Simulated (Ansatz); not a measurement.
# G0W0 on several functionals: LaGaO3 (R-3c)

How much of the starting functional survives in the G0W0 gap of LaGaO3 (R-3c)?

Calculated with Ansatz 0.2.0; G0W0 on several functionals, plane waves, PAW.

### 1. The starting structure

Symmetry: R-3c, No. 167, trigonal system. The conventional cell has a = 5.543 Å, b = 5.543 Å, c = 13.433 Å, α = 90.00°, β = 90.00°, γ = 120.00°. Nearest to La lie 12 O at 2.47 to 3.08 Å. Nearest to Ga lie 6 O at 1.98 Å. O has 2 Ga at 1.98 Å and 4 La at 2.47 to 3.08 Å nearest. Farther neighbours and most contacts between anions are not listed.

The cell and positions come from the Crystallography Open Database and are kept as given unless a step says otherwise. Spin-orbit coupling is left out unless a step names it. The default PAW set here is soft_2. Its files were made with PBE.

### 2. G0W0 on LDA

G0W0 replaces the xc potential by the self-energy, built once from these orbitals. Only a window of levels is corrected, while the sums run over the empty bands that the input names.

This step: G0W0 on LDA, plane waves, PAW.

The input, input.yaml:

```yaml
crystal:
  lattice:
    - [2.77145, 1.6000974035, 4.4776]
    - [-2.77145, 1.6000974035, 4.4776]
    - [0.0, -3.2001948071, 4.4776]
  atoms:
    - { symbol: La, position: [0.25, 0.25, 0.25] }
    - { symbol: La, position: [0.75, 0.75, 0.75] }
    - { symbol: Ga, position: [0.0, 0.0, 0.0] }
    - { symbol: Ga, position: [0.5, 0.5, 0.5] }
    - { symbol: O, position: [0.8048, 0.6952, 0.25] }
    - { symbol: O, position: [0.25, 0.8048, 0.6952] }
    - { symbol: O, position: [0.6952, 0.25, 0.8048] }
    - { symbol: O, position: [0.1952, 0.3048, 0.75] }
    - { symbol: O, position: [0.75, 0.1952, 0.3048] }
    - { symbol: O, position: [0.3048, 0.75, 0.1952] }
kpoints:
  mp_grid: { grid: [4, 4, 4] }
hamiltonian:
  xc: lda
scf:
  occupations: { method: fixed }
gw:
  n_empty_bands: 653
  ecut_chi: 180.0
  qp_bands: [v3, c3]
  qp_kpoints: band_edges
  screening: { model: contour_deformation }
```

Started as:

```bash
> ansatz run input.yaml --threads 3 --pin off --max-ram 92160MiB --backend cuda --events-out ev --progress --plain --runs-dir out --devices 1 --max-vram 13GiB
```

Numbers of over 12 decimals in the logs are rounded to 6 here.

The log of the run:

```text
GPUs: using 1 of 1 available (devices: 1).
Engine: ansatz 0.2.0, x86_64-unknown-linux-gnu
Pseudopotentials: kind: paw
Pseudopotential: La, paw, valence charge 11, recommended cutoff 420 eV (normal), La.paw.azcp
Pseudopotential: Ga, paw, valence charge 13, recommended cutoff 420 eV (normal), Ga.paw.azcp
Pseudopotential: O, paw, valence charge 6, recommended cutoff 420 eV (normal), O.paw.azcp
Functional definition: SPW92
  exchange = slater_x
  correlation = pw_c
device memory: the entry about to start is reckoned to put 2.7 GiB on a device that reports 30.7 GiB free (of which the cap on the GPU budget leaves the run 13.0 GiB)
GPU FFT provider: cuFFT
GPU libraries: cuBLAS 13.8.2, cuFFT 12.4.0, cuSOLVER 12.3.4
Crystal: 10 atoms, lattice volume = 119.138 Å³
Basis set: ecut = 420 eV, 2319 PW (Γ)
Bands: 52, of which v1, the nominal top of the filled ones, is band 42 counted from 1 (41 counted from 0)
Symmetry: 12 space group operations
Space group: R-3c (ITA 167), of the structure as read, at distance tolerance 4.9e-5 Å
k-points: 13 of 64
Non-local potential: La, projectors of the file, l = 0: 3, l = 1: 2, l = 2: 2, l = 3: 3
Non-local potential: Ga, projectors of the file, l = 0: 2, l = 1: 2, l = 2: 3, l = 3: 1
Non-local potential: O, projectors of the file, l = 0: 2, l = 1: 2, l = 2: 1
PAW form: soft (Blöchl's): semilocal exchange-correlation on the pseudo side does not see the compensation charge
PAW frozen core: La, regenerated for the run's functional, and the local potential with it (the file was generated under x = pbe(κ = 0.804, μ = 0.219515), c = pbe(β = 0.066725))
PAW frozen core: Ga, regenerated for the run's functional, and the local potential with it (the file was generated under x = pbe(κ = 0.804, μ = 0.219515), c = pbe(β = 0.066725))
PAW frozen core: O, regenerated for the run's functional, and the local potential with it (the file was generated under x = pbe(κ = 0.804, μ = 0.219515), c = pbe(β = 0.066725))
PAW one-centre angular grid: La, 590 points (default); XC on 64 Gauss nodes
PAW one-centre angular grid: Ga, 590 points (default); XC on 64 Gauss nodes
PAW one-centre angular grid: O, 110 points (default); XC on 64 Gauss nodes
Initial density: superposition of atomic densities (neutral atoms: chi_scale 0, normalization atom), corrected by the library's trained network
Initial wavefunctions: pseudopotential atomic-orbital guess
GPU buffer pool allocated for 64000 grid points (all kernels)
GPU transforms: local potential and band sums: pruned to the plane-wave sphere, on 40×40×40
Functional: x = slater, c = lda
SCF iter   1: F=—  HF=-22910.689748 eV  |F-HF|=—  |Δ(HF+E_count)|=         —  Δρ=1.97e-2  dr2=4.17e-1  ethr=1.77e-3  ⟨swp⟩=3.4  Hψ=2412  notcnv=0  defer=30
preconditioner: auto → Resta (q_TF=auto, 2.574 Å⁻¹)  ε∞=6.0  [insulator: Δε(μ)=3.323 eV  Ē_g=13.978 eV  n_scr=26 (ndim 8)  ℏωp=31.2 eV  f_vac=0.000  ε∞_Penn≈6.0]
SCF iter   2: F=—  HF=-22910.589728 eV  |F-HF|=—  |Δ(HF+E_count)|=   1.00e-1  Δρ=5.24e-3  dr2=1.12e-2  ethr=4.96e-4  ⟨swp⟩=2.9  Hψ=1398  notcnv=0  defer=80
SCF iter   3: F=—  HF=-22910.586905 eV  |F-HF|=—  |Δ(HF+E_count)|=   2.82e-3  Δρ=2.31e-3  dr2=3.16e-3  ethr=1.33e-5  ⟨swp⟩=2.9  Hψ=1263  notcnv=0  defer=100
SCF iter   4: F=—  HF=-22910.586265 eV  |F-HF|=—  |Δ(HF+E_count)|=   6.40e-4  Δρ=6.61e-4  dr2=2.10e-4  ethr=3.76e-6  ⟨swp⟩=2.4  Hψ=1056  notcnv=0  defer=103
SCF iter   5: F=—  HF=-22910.586071 eV  |F-HF|=—  |Δ(HF+E_count)|=   1.94e-4  Δρ=1.32e-4  dr2=1.30e-5  ethr=2.50e-7  ⟨swp⟩=2.2  Hψ=1088  notcnv=0  defer=40
SCF iter   6: F=—  HF=-22910.586073 eV  |F-HF|=—  |Δ(HF+E_count)|=   1.22e-6  Δρ=2.42e-5  dr2=5.51e-7  ethr=1.55e-8  ⟨swp⟩=3.0  Hψ=1306  notcnv=0  defer=24
SCF iter   7: F=-22910.586073 eV  HF=-22910.586073 eV  |F-HF|=1.86e-9  |Δ(HF+E_count)|=   4.36e-9  Δρ=5.05e-6  dr2=2.29e-8  ethr=1.19e-10  ⟨swp⟩=9.3  Hψ=2728  notcnv=0
SCF 1 converged in 7 iterations: F = -22910.586073 eV  dr2 = 2.29e-8
  greatest PAW one-centre occupation: 0.998 electrons in one spin orbital (limit 2), on the Ga atom at site 2 (counted from 0), in its partial waves of l = 2
device memory: the entry about to start is reckoned to put 3.5 GiB on a device that reports 30.6 GiB free (of which the cap on the GPU budget leaves the run 13.0 GiB)
NSCF: frozen V_eff on 13 k-points
the band table was solved once the SCF had ended and its energy, with any forces and stress, was formed, with the checks that follow a solve (2586 applications of the Hamiltonian). They found nothing against the state; the energy, forces and stress were not computed again (output.eigenvalues in the input reference)
device memory: the entry about to start is reckoned to put 5.4 GiB on a device that reports 31.8 GiB free (of which the cap on the GPU budget leaves the run 13.0 GiB)
NSCF: frozen V_eff on 13 k-points
G₀W₀ screening: q 1/13
[... further progress lines ...]
device memory: the entry about to start is reckoned to put 0.8 GiB on a device that reports 32.5 GiB free (of which the cap on the GPU budget leaves the run 13.0 GiB)
NSCF: frozen V_eff on 1 k-points
device memory: the entry about to start is reckoned to put 0.8 GiB on a device that reports 31.0 GiB free (of which the cap on the GPU budget leaves the run 13.0 GiB)
NSCF: frozen V_eff on 1 k-points
[...]
`?` marks the rows in doubt; gw_qp.tsv's column doubts and the gw_qp event give each row's grounds
    ik  band        ε_KS         Σx   Σc(E_QP)       V_xc       Z   E_QP_lin       E_QP  E_QP is
     0    40     10.5416   -27.9692     4.2335   -23.0905  0.7628     9.8916     9.8963  root
     0    41     10.5416   -27.9692     4.2335   -23.0905  0.7628     9.8916     9.8963  root
     0    42     10.5860   -26.0974     4.3134   -21.2047  0.7543    10.0027    10.0068  root
     0    43     14.2341   -13.9857    -4.0168   -19.1016  0.8161    15.3407    15.3333  root
     0    44     14.8577   -12.1402    -6.0681   -20.2660  0.7868    16.9873    16.9154  root
     0    45     14.8577   -12.1402    -6.0681   -20.2660  0.7868    16.9873    16.9154  root
     1    40     10.3941   -26.6831     4.2864   -21.7867  0.7571     9.7797     9.7842  root
     1    41     10.5335   -26.0946     4.2823   -21.2011  0.7564     9.9178     9.9223  root
     1    42     10.5589   -26.1653     4.3187   -21.2528  0.7550     9.9608     9.9650  root
     1    43     15.0141   -15.2937    -6.2065   -23.8406  0.7781    17.4523    17.3545  root
     1    44     15.0286   -15.0458    -7.5509   -25.4515  0.7595    18.0995    17.8834  root ?
     1    45     15.0349   -16.0644    -7.5328   -26.5179  0.7579    18.1818    17.9556  root ?
     2    40     10.3228   -26.4167     4.3180   -21.4915  0.7555     9.7111     9.7156  root
     2    41     10.5838   -26.2009     4.3103   -21.2757  0.7562     9.9643     9.9689  root
     2    42     10.5838   -26.2009     4.3103   -21.2757  0.7562     9.9643     9.9689  root
     2    43     15.1202   -18.8537    -9.6704   -32.1204  0.7269    19.3036    18.7165  root ?
     2    44     15.1202   -18.8537    -9.6704   -32.1204  0.7269    19.3036    18.7165  root ?
     2    45     15.1662   -19.0789    -9.8644   -32.5618  0.7233    19.4088    18.7848  root ?
     3    40     10.2501   -25.7919     4.3427   -20.8444  0.7531     9.6408     9.6454  root
     3    41     10.4478   -27.5278     4.2586   -22.6412  0.7602     9.8153     9.8198  root
     3    42     10.5936   -26.8611     4.2948   -21.9554  0.7577     9.9783     9.9826  root
     3    43     15.0326   -15.9844    -8.0500   -27.1106  0.7525    18.3938    18.1087  root ?
     3    44     15.1178   -16.9339    -8.4443   -28.6188  0.7446    18.7110    18.3583  root ?
     3    45     15.1563   -19.7352   -10.2417   -33.7416  0.7181    19.5917    18.9210  root ?
     4    40     10.0771   -25.9505     4.3545   -20.9617  0.7541     9.4376     9.4428  root
     4    41     10.2197   -26.0779     4.3420   -21.0998  0.7550     9.5784     9.5835  root
     4    42     10.6872   -26.6116     4.3213   -21.6798  0.7568    10.0723    10.0767  root
     4    43     15.1200   -19.3919    -9.9901   -33.0960  0.7219    19.4615    18.8341  root ?
     4    44     15.1391   -19.2819    -9.9570   -32.9175  0.7221    19.4457    18.8177  root ?
     4    45     15.1613   -19.6331   -10.1272   -33.5000  0.7194    19.5531    18.9010  root ?
     5    40     10.1884   -25.7390     4.3656   -20.7466  0.7530     9.5566     9.5617  root
     5    41     10.2261   -25.9397     4.3297   -21.0075  0.7535     9.6190     9.6236  root
     5    42     10.6995   -26.4532     4.3153   -21.5371  0.7563    10.0945    10.0988  root
     5    43     15.1128   -18.8228    -9.6204   -32.0303  0.7273    19.2782    18.6999  root ?
     5    44     15.1211   -18.0954    -9.2221   -30.7848  0.7329    19.0839    18.5884  root ?
     5    45     15.1768   -19.8230   -10.2501   -33.8387  0.7174    19.6170    18.9425  root ?
     6    40      9.9414   -25.3358     4.3813   -20.2959  0.7525     9.2770     9.2828  root
     6    41     10.4774   -28.4319     4.2327   -23.5472  0.7637     9.8208     9.8255  root
[...]
6    43     15.1096   -19.5508   -10.1546   -33.4660  0.7201    19.5230    18.8702  root ?
     6    44     15.1208   -19.5600   -10.1193   -33.4331  0.7204    19.5224    18.8745  root ?
     6    45     15.1365   -19.4964   -10.1043   -33.3371  0.7204    19.5184    18.8728  root ?
[...]
7    43     15.0628   -15.3607    -7.7163   -25.9975  0.7563    18.2213    17.9834  root ?
     7    44     15.0628   -15.3607    -7.7163   -25.9975  0.7563    18.2213    17.9834  root ?
     7    45     15.1409   -17.0227    -7.1015   -26.9165  0.7600    18.1246    17.9334  root ?
[...]
8    43     15.1326   -18.3161    -9.3044   -31.1116  0.7315    19.1365    18.6238  root ?
     8    44     15.1340   -19.2787    -9.9072   -32.8517  0.7227    19.4245    18.7998  root ?
     8    45     15.1716   -19.0920    -9.8423   -32.5474  0.7232    19.4050    18.7848  root ?
[...]
9    43     15.1060   -19.1138    -9.8450   -32.6122  0.7244    19.3747    18.7594  root ?
[...]
10    41     10.1350   -26.7624     4.3171   -21.8139  0.7568     9.4986     9.5035  root
    10    42     10.5043   -26.4055     4.2900   -21.5064  0.7564     9.8908     9.8952  root
[...]
10    44     15.1435   -19.2373    -9.9179   -32.8139  0.7228    19.4304    18.8021  root ?
    10    45     15.1782   -19.5080   -10.0884   -33.3065  0.7197    19.5355    18.8883  root ?
    11    40     10.0626   -26.4010     4.2907   -21.4731  0.7567     9.4203     9.4254  root
    11    41     10.3079   -25.8617     4.3494   -20.8891  0.7541     9.6798     9.6847  root
    11    42     10.3079   -25.8617     4.3494   -20.8891  0.7541     9.6798     9.6847  root
    11    43     15.1370   -19.6024   -10.0930   -33.4332  0.7199    19.5208    18.8747  root ?
    11    44     15.1370   -19.6024   -10.0930   -33.4332  0.7199    19.5208    18.8747  root ?
    11    45     15.2193   -19.8167   -10.1872   -33.7399  0.7173    19.6230    18.9554  root ?
    12    40     10.2059   -25.9879     4.2974   -21.0588  0.7556     9.5692     9.5742  root
    12    41     10.2059   -25.9879     4.2974   -21.0588  0.7556     9.5692     9.5742  root
    12    42     10.2059   -25.9879     4.2974   -21.0588  0.7556     9.5692     9.5742  root
    12    43     15.2007   -19.6078   -10.0843   -33.3989  0.7196    19.5550    18.9076  root ?
    12    44     15.2007   -19.6078   -10.0843   -33.3989  0.7196    19.5550    18.9076  root ?
    12    45     15.2174   -19.0624    -9.8173   -32.4681  0.7225    19.4197    18.8058  root ?
[key lines of the parts left out:]
SCF converged after 7 iterations
Free energy (F): -22910.586073 eV
Fermi energy:    10.735193 eV
```

Elapsed: 92 s, on 1 × NVIDIA H100 80GB HBM3 (shared by 6 runs) with 3 threads of AMD EPYC 7R13 (Zen 3), shared host; peak memory 2.4 GiB.

In the SCF lines HF is the Harris–Foulkes energy and dr2 the Hartree energy of the density residual, in eV; the loop may stop once dr2 is under the threshold and the program's other checks hold. Hψ counts applications of the Hamiltonian.

Numbers from this step:

```
bands summed                                 : 695
RPA ε∞ on this mesh (eigenvalues)            : 4.889, 5.078, 5.078
plane waves in the screening matrix          : 645
q-points in the mesh                         : 64
G0W0 gap on the mesh                         : 5.206 eV
k of the valence top                         : 0, -0.5, -0.5
k of the conduction bottom                   : 0, 0, 0
starting gap on the mesh                     : 3.499 eV
Z at the valence top                         : 0.7552
Z at the conduction bottom                   : 0.8161
least direct G0W0 gap on the computed points : 5.327 eV
```

The gap on the mesh goes from 3.50 eV to 5.21 eV, a correction of +1.71 eV. Between the two edge states, bare exchange in place of the xc potential would open the gap by 10.06 eV, and correlation takes back 8.35 eV.

(Part 1 of 2 ends here.)

[Paths, hosts, dates, memory and timing lines, banners, echoed tables and standing remarks are left out of the program output.]

[Logs are printed without paths, hosts, clocks, repeated set-up lines and the standing remarks that a program may print on its own settings, such as how far it seeks lower states.]

[Runs of the session that timed out or met a known fault of the program may be left out.]

[Cells called generated may have been cut or substituted from an entry of the Crystallography Open Database or the Materials Project.]

[Hosts, paths, dates, database ids (printed as entryN), source tags and the programs' standing remarks are cut or masked in the printed files.]
